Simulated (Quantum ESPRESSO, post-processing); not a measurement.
# NiSi2(111), 3 trilayers against a metal electrode, stepped through the charge of the slab, part 4 of 4

What law, if any, do the results for NiSi2(111), 3 trilayers against a metal electrode follow against the charge of the slab?

Quantum ESPRESSO 7.5; plane-wave DFT, PBE, GBRV ultrasoft pseudopotentials.

So far. Step 5 (SCF with pw.x, 1 ×10¹³ e/cm²): Inside the slab this potential holds the local part of the pseudopotentials, which can be repulsive at the nuclei; only its value in the vacuum has a meaning of its own. Step 6 (Self-consistent run, -1.5 ×10¹³ e/cm²): Inside the slab this potential holds the local part of the pseudopotentials, which can be repulsive at the nuclei; only its value in the vacuum has a meaning of its own.

### Step 7. Self-consistent run, -3 ×10¹³ e/cm²

m0.esm.in reads:

```
&control
  prefix = 'm0.esm'
  outdir = './out'
  pseudo_dir = './pseudo'
  calculation = 'scf'
  tprnfor = .true.
/
&system
  ibrav = 0
  nat = 9
  ntyp = 2
  ecutwfc = 40
  ecutrho = 200
  occupations = 'smearing'
  smearing = 'mv'
  degauss = 0.02
  assume_isolated = 'esm'
  esm_bc = 'bc3'
  tot_charge = -0.0383
/
&electrons
  conv_thr = 1e-08
  mixing_beta = 0.25
  electron_maxstep = 160
  mixing_mode = 'local-TF'
  mixing_ndim = 12
  startingpot = 'file'
/
ATOMIC_SPECIES
  Si  28.0850  si_pbe_v1.uspp.F.UPF
  Ni  58.6934  ni_pbe_v1.4.uspp.F.UPF
CELL_PARAMETERS angstrom
  3.85686927400000 0.00000000000000 0.00000000000000
  -1.92843463700000 3.34014677083991 0.00000000000000
  0.00000000000000 0.00000000000000 22.85521846136617
ATOMIC_POSITIONS crystal
  Si  0.666666666700 0.333333333300 -0.100522470414
  Ni  0.000000000000 0.000000000000 -0.070000056214
  Si  0.333333333300 0.666666666700 -0.038597735214
  Si  0.000000000000 0.000000000000 0.031479681586
  Ni  0.333333333300 0.666666666700 0.065630525586
  Si  0.666666666700 0.333333333300 0.099781369586
  Si  0.333333333300 0.666666666700 0.169858786386
  Ni  0.666666666700 0.333333333300 0.201261107386
  Si  0.000000000000 0.000000000000 0.231783521586
K_POINTS automatic
  12 12 1 0 0 0
```

The run is started by

```
cp -r out/m1.esm.save out/m0.esm.save
OMP_NUM_THREADS=1 mpirun -n 4 pw.x -nk 4 -in m0.esm.in > m0.esm.out
```

The log of the run:

```text
[banner, memory and clock lines left out]
Program PWSCF v.7.5 starts
[...]
Message from routine setup:
[...]
number of electrons       =        78.04
     number of Kohn-Sham states=           47
     kinetic-energy cutoff     =      40.0000  Ry
     charge density cutoff     =     200.0000  Ry
[...]
number of k points=    19  Marzari-Vanderbilt smearing, width (Ry)=  0.0200
[...]
Dense  grid:    95211 G-vectors     FFT dimensions: (  36,  36, 200)
[...]
The initial density is read from file :
[...]
negative rho (up, down):  1.315E-03 0.000E+00
     Starting wfcs are   63 randomized atomic wfcs
[...]
negative rho (up, down):  2.155E-03 0.000E+00
[...]
estimated scf accuracy    <       0.60658071 Ry
[...]
negative rho (up, down):  5.362E-03 0.000E+00
[...]
estimated scf accuracy    <       0.26846640 Ry
[...]
negative rho (up, down):  6.427E-03 0.000E+00
[...]
estimated scf accuracy    <       0.01671113 Ry
[...]
negative rho (up, down):  6.449E-03 0.000E+00
[...]
estimated scf accuracy    <       0.00231953 Ry
[...]
negative rho (up, down):  5.226E-03 0.000E+00
[...]
estimated scf accuracy    <       0.00521360 Ry
[...]
negative rho (up, down):  4.839E-03 0.000E+00
[...]
estimated scf accuracy    <       0.00065536 Ry
[...]
negative rho (up, down):  4.421E-03 0.000E+00
[...]
estimated scf accuracy    <       0.00049540 Ry
[...]
negative rho (up, down):  3.800E-03 0.000E+00
[...]
estimated scf accuracy    <       0.00030239 Ry
[...]
negative rho (up, down):  3.462E-03 0.000E+00
[...]
estimated scf accuracy    <       0.00033517 Ry
[...]
negative rho (up, down):  3.233E-03 0.000E+00
[...]
estimated scf accuracy    <       0.00008627 Ry
[...]
negative rho (up, down):  2.868E-03 0.000E+00
[...]
estimated scf accuracy    <       0.00005959 Ry
[...]
negative rho (up, down):  2.573E-03 0.000E+00
[...]
estimated scf accuracy    <       0.00002403 Ry
[...]
negative rho (up, down):  2.360E-03 0.000E+00
[...]
estimated scf accuracy    <       0.00006057 Ry
[...]
negative rho (up, down):  1.622E-03 0.000E+00
[...]
estimated scf accuracy    <       0.00001811 Ry
[...]
negative rho (up, down):  1.590E-03 0.000E+00
[...]
estimated scf accuracy    <       0.00000568 Ry
[...]
negative rho (up, down):  1.627E-03 0.000E+00
[...]
estimated scf accuracy    <       0.00000355 Ry
[...]
negative rho (up, down):  1.363E-03 0.000E+00
[...]
estimated scf accuracy    <       0.00000197 Ry
[...]
negative rho (up, down):  1.338E-03 0.000E+00
[...]
estimated scf accuracy    <       0.00000180 Ry
[...]
negative rho (up, down):  1.316E-03 0.000E+00
[...]
estimated scf accuracy    <       0.00000152 Ry
[...]
negative rho (up, down):  1.306E-03 0.000E+00
[...]
estimated scf accuracy    <       0.00000032 Ry
[...]
negative rho (up, down):  1.307E-03 0.000E+00
[...]
estimated scf accuracy    <       0.00000008 Ry
[...]
negative rho (up, down):  1.309E-03 0.000E+00
[...]
estimated scf accuracy    <       0.00000008 Ry
[...]
negative rho (up, down):  1.303E-03 0.000E+00
[...]
estimated scf accuracy    <       0.00000006 Ry
[...]
negative rho (up, down):  1.275E-03 0.000E+00
[...]
estimated scf accuracy    <       0.00000005 Ry
[...]
negative rho (up, down):  1.277E-03 0.000E+00
[...]
the Fermi energy is    -1.9701 ev
!    total energy              =   -1087.52918370 Ry
     estimated scf accuracy    <          5.2E-09 Ry
     smearing contrib. (-TS)   =      -0.00191181 Ry
     internal energy E=F+TS    =   -1087.52727189 Ry
[...]
one-electron contribution =  -53847.45218823 Ry
     hartree contribution      =   26920.13828228 Ry
     xc contribution           =    -132.74304786 Ry
     ewald contribution        =   25972.52968192 Ry
     convergence has been achieved in  25 iterations
     negative rho (up, down):  1.277E-03 0.000E+00
[...]
Total force =     0.001163     Total SCF correction =     0.000420
[...]
```

Run time: 2.6 min. Hardware: 4 MPI ranks of Intel Xeon Platinum 8488C (Sapphire Rapids), shared host; peak memory 0.91 GiB.

Read from the output:

```
Fermi energy                                                   : -1.970 eV
vacuum line at the lower end of the cell, over the Fermi level : 4.528 eV
slope of the potential above                                   : -0.5377 eV/Å
vacuum line at the upper end of the cell, over the Fermi level : 1.970 eV
```

Inside the slab this potential holds the local part of the pseudopotentials, which can be repulsive at the nuclei; only its value in the vacuum has a meaning of its own.

### Step 8. The series side by side

The series in one table:

| the charge of the slab (positive: electrons removed) | electrode's level over the Fermi level (eV) | far face's level over the Fermi level (eV) | field in the gap (eV/Å) |
| --- | --- | --- | --- |
| -3 ×10¹³ e/cm² | 1.97 | 4.528 | -0.5377 |
| -1.5 ×10¹³ e/cm² | 3.241 | 4.526 | -0.2688 |
| 0 ×10¹³ e/cm² | 4.527 | 4.527 | 3.492e-05 |
| 1 ×10¹³ e/cm² | 5.393 | 4.528 | 0.1793 |
| 2 ×10¹³ e/cm² | 6.265 | 4.53 | 0.3585 |
| 3 ×10¹³ e/cm² | 7.141 | 4.53 | 0.5378 |
| 4.5 ×10¹³ e/cm² | 8.464 | 4.53 | 0.8067 |
| 6 ×10¹³ e/cm² | 9.797 | 4.538 | 1.076 |
| 7 ×10¹³ e/cm² | 10.69 | 4.532 | 1.255 |
| 8 ×10¹³ e/cm² | 11.59 | 4.54 | 1.434 |

### Step 9. The arithmetic

Last interval: C = Δσ/ΔV = 0.00099 e/Å² / 0.898 V × 1602 = 1.77 µF/cm².

### Step 10. Results

| Quantity | Value |
| --- | --- |
| mean capacitance at positive charge | 1.80 μF/cm² |
| effective gap ε₀/C | 4.92 Å |
| top atoms to electrode | 6.13 Å |

In words: The series holds 10 members; mean capacitance at positive charge: 1.80 μF/cm²; effective gap ε₀/C: 4.92 Å; top atoms to electrode: 6.13 Å (PBE, GBRV ultrasoft). Interval by interval C lies between 1.77 and 1.87 µF/cm². The far face's level moves by 0.01 eV over the series: the slab screens like a metal, and averaged over the positive charges the image plane lies 1.21 Å above the top atoms. Vacuum fills the gap; ions don't answer the charge; added electrons can spill towards the electrode at the most negative charges.

[Logs are printed without paths, hosts, clocks, repeated set-up lines and the standing remarks that a program may print on its own settings, such as how far it seeks lower states.]

[Hosts, paths, dates, database ids (printed as entryN), source tags and the programs' standing remarks are cut or masked in the printed files.]

[Maps of the electrostatic potential energy from Ansatz leave out the sawtooth potential of an applied field or a dipole correction, so their vacuum need not be flat; planar profiles and work functions include it.]
